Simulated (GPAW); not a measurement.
# Quasiparticle gap of Bi2S2O (P4/nmm) in GPAW, part 2 of 2

Aim: the G0W0 gap of Bi2S2O (P4/nmm) on LDA, step by step.

GPAW 26.7.0; LDA and many-body steps on it, plane waves. Known limits of the many-body steps: not at the basis limit; no spin-orbit coupling; coarse k mesh.

So far. Step 3 (Bands along the symmetry lines): The gap is 0.882 eV, as in the run before at this level. Step 4 (Empty states on the mesh, 4×4×1 mesh, 366 bands): On this mesh the gap is 0.883 eV.

## (5) Screening and self-energy, 4×4×1 mesh, 356 bands, screening to 80 eV

G0W0 replaces the xc potential by the self-energy, built once from these orbitals. Only a window of levels is corrected, while the sums run over the empty bands that the input names.

This step: G0W0 on LDA, plane waves, PAW.

run.py reads:

```python
import json
import numpy as np
from gpaw.mpi import world
from gpaw.response.g0w0 import G0W0

gw = G0W0('full.gpw',
    filename='gw',
    kpts=[0, 3],
    bands=(46, 50),
    ecut=80,
    nbands=356,
    integrate_gamma='WS',
    ppa=True)
gw.calculate()
res = {mode: {k: v for k, v in r.items() if k != 'sigma_eskwn'}
       for mode, r in gw.all_results.items()}

if world.rank == 0:
    with open('result.json', 'w') as f:
        json.dump(res, f, default=lambda x: x.tolist())
```

Command:

```sh
> mpirun -n 4 gpaw python run.py
```

Numbers of over 12 decimals in the logs are rounded to 6 here.

Output:

```text
Using integrator: PointIntegrator
FrequencyGridDescriptor(from 0.000+0.000j to 0.000+27.211j eV, 2 points)
Nonperiodic BCs:  [False False False]
Using integrator: PointIntegrator
FrequencyGridDescriptor(from 0.000+0.000j to 0.000+27.211j eV, 2 points)
Nonperiodic BCs:  [False False False]
  ___  _ _ _
 |   || | | |
 | | || | | |
 |__ ||_____|
 |___|

BZ k-points: Symmetries present (total): 8

  [... matrices ...]
16 k-points: 4 x 4 x 1 Monkhorst-Pack grid + [1/8,1/8,0.000000]
6 k-points in the irreducible part of the Brillouin zone
       k-points in crystal coordinates                weights
   0:     0.00000000    0.00000000    0.00000000          1/16
   1:     0.25000000    0.00000000    0.00000000          4/16
   2:     0.25000000    0.25000000    0.00000000          4/16
   3:     0.50000000    0.00000000    0.00000000          2/16
   4:     0.50000000    0.25000000    0.00000000          4/16
   5:     0.50000000    0.50000000    0.00000000          1/16

Distributing spins, k-points and bands (1 x 2 x 4) over 4 processes
Number of blocks: 1

Quasi particle states:
k-points (IBZ indices): [0, 3]
Band range: (46, 50)
  [... matrices ...]
Computational parameters:
Plane wave cut-off: 80 eV
Number of bands: 356
Coulomb cutoff: None
Broadening: 0.1 eV

fxc modes: GW
Kernel: RPA
Using Godby-Needs plasmon-pole approximation:
  Fitting energy: i*E0, E0 = 1.000 Hartree
Summing all q:

Calculating screened Coulomb potential
No Coulomb truncation
FrequencyGridDescriptor(from 0.000+0.000j to 0.000+27.211j eV, 2 points)
Removing empty qpoint cache files...

Calculating chi0 body with:
    Ground state adapter containing:
    Number of spins: 1
    Number of kpoints: 16
    Number of irreducible kpoints: 6
    Number of completely occupied states: 48
    Number of partially occupied states: 48
    Occupied states memory: 33.75 M / cpu

    Linear response parametrization:
    q_c: [0.0, 0.0, 0.0]
    Number of frequency points: 2
    Planewave cutoff: 80.0
    Number of bands: 356
    Number of planewaves: 341
    Broadening (eta): 1e-06
    comm.size: 4
    kncomm.size: 4
    blockcomm.size: 1

    Memory estimate of potentially large arrays:
        chi0_wGG: 3.548615 M / cpu
Integrating chi0 body.

Symmetries of q_c:
    Direct symmetries (Uq -> q): 8
    Indirect symmetries (TUq -> q): 8
In total 16 allowed symmetries.

  [... matrices ...]
6 groups of equivalent kpoints. 62.5% reduction.

Integral kind: response function
Integrating chi0 head and wings.

Symmetries of q_c:
    Direct symmetries (Uq -> q): 8
    Indirect symmetries (TUq -> q): 8
In total 16 allowed symmetries.

  [... matrices ...]
6 groups of equivalent kpoints. 62.5% reduction.

Integral kind: response function wings

Calculating chi0 body with:
    Ground state adapter containing:
    Number of spins: 1
    Number of kpoints: 16
    Number of irreducible kpoints: 6
    Number of completely occupied states: 48
    Number of partially occupied states: 48
    Occupied states memory: 33.75 M / cpu

    Linear response parametrization:
    q_c: [0.25, 0.0, 0.0]
[... the further q-points ...]

Results:
f:      Occupation numbers
eps:     KS-eigenvalues [eV]
vxc:     KS vxc [eV]
exx:     Exact exchange [eV]
sigma:   Self-energies [eV]
dsigma:  Self-energy derivatives
Z:       Renormalization factors
qp:      QP-energies [eV]

k-point 0 (0): (0.000, 0.000, 0.000)                GW
band       f     eps     vxc     exx   sigma  dsigma       Z      qp
                                                                   GW
  46   1.000   4.795 -15.347 -18.136   2.652  -0.317   0.759   4.691
  47   1.000   4.795 -15.347 -18.136   2.652  -0.317   0.759   4.691
  48   0.000   6.865 -13.713  -9.643  -3.324  -0.237   0.808   7.468
  49   0.000   7.580 -14.135  -9.863  -3.380  -0.242   0.805   8.298

k-point 1 (3): (0.500, 0.000, 0.000)                GW
band       f     eps     vxc     exx   sigma  dsigma       Z      qp
                                                                   GW
  46   1.000   5.576 -16.446 -17.176   1.110  -0.277   0.783   5.874
  47   1.000   5.576 -16.446 -17.176   1.110  -0.277   0.783   5.874
  48   0.000   6.459 -14.569 -11.338  -2.588  -0.257   0.796   6.970
  49   0.000   6.459 -14.569 -11.338  -2.588  -0.257   0.796   6.970
```

Wall time 1.8 min (4 MPI ranks of AMD EPYC 9R45, shared host); peak memory 3 GiB; 7.1 min of CPU time.

This step gave:

```yaml
g0w0_gap_on_the_points_computed: 1.096 eV
least_direct_g0w0_gap_on_the_computed_points: 1.096 eV
z_at_the_valence_top: 0.7830
z_at_the_conduction_bottom: 0.7956
starting_gap_on_the_mesh: 0.8826 eV
k_of_the_valence_top: 0.5, 0, 0
k_of_the_conduction_bottom: 0.5, 0, 0
```

The gap on the mesh goes from 0.88 eV to 1.10 eV, a correction of +0.21 eV.

Limits: finite bands, cutoff and mesh; no spin-orbit coupling; coarse k mesh. v1 is the top filled band, c1 the lowest empty one. The levels before and after the correction (eV, zero at the valence-band top of each column):

```
           conduction bottom  valence top
Kohn-Sham               0.88         0.00
     G0W0               1.10         0.00
```

```
                     level  energy (eV)
Kohn-Sham  (0.5 0 0) v2-v1        0.000
Kohn-Sham  (0.5 0 0) c1-c2        0.883
     G0W0  (0.5 0 0) v2-v1        0.000
     G0W0  (0.5 0 0) c1-c2        1.096
```

## (6) Where the time went

Times are wall times on 4 MPI ranks of AMD EPYC 9R45, shared host, good to a factor of about two.

```csv
step,time,share,memory (GiB)
ground state,23 s,7 %,1.2
bands along the symmetry lines,90 s,29 %,1.9
empty states on the mesh,92 s,30 %,1.6
screening and self-energy,1.8 min,34 %,3.0
```

## (7) Results

```
LDA gap              : 0.88 eV, indirect (only 1 meV under the direct gap)
G0W0 gap on the mesh : 1.10 eV
GW settings          : 4×4×1 mesh, 356 bands, screening to 80 eV, Godby-Needs plasmon pole
known limits         : not at the basis limit; no spin-orbit coupling; coarse k mesh
```

G0W0 moves the gap on the mesh from 0.88 eV to 1.10 eV (+0.21 eV), with Z of 0.78 and 0.80 at the edges. Only 2 of the mesh's irreducible points were corrected, so a valley elsewhere could overtake. Bands and cutoff are finite, so the gap is not at the basis limit. The miss can reach some tenths of an eV and take either sign; the mesh is an error of its own. These stock PAW sets were not made for GW. In the G0W0 run levels were corrected at 2 k points alone, so a gap called «on the mesh» is the least over those, and an edge elsewhere would be missed. The 4×4×1 mesh is coarse for this cell, which bears on the long-range parts of exchange and screening. Where an edge is built on 6p states of lead, bismuth or thallium, scalar-relativistic gaps usually stand too wide, by a few tenths to over one eV. The many-body steps are scalar-relativistic: spin-orbit coupling is not in them.

[Paths, hosts, dates, memory and timing lines, banners, echoed tables and standing remarks are left out of the program output.]

[Logs are printed without paths, hosts, clocks, repeated set-up lines and the standing remarks that a program may print on its own settings, such as how far it seeks lower states.]

[Runs of the session that timed out or met a known fault of the program may be left out.]

[Hosts, paths, dates, database ids (printed as entryN), source tags and the programs' standing remarks are cut or masked in the printed files.]
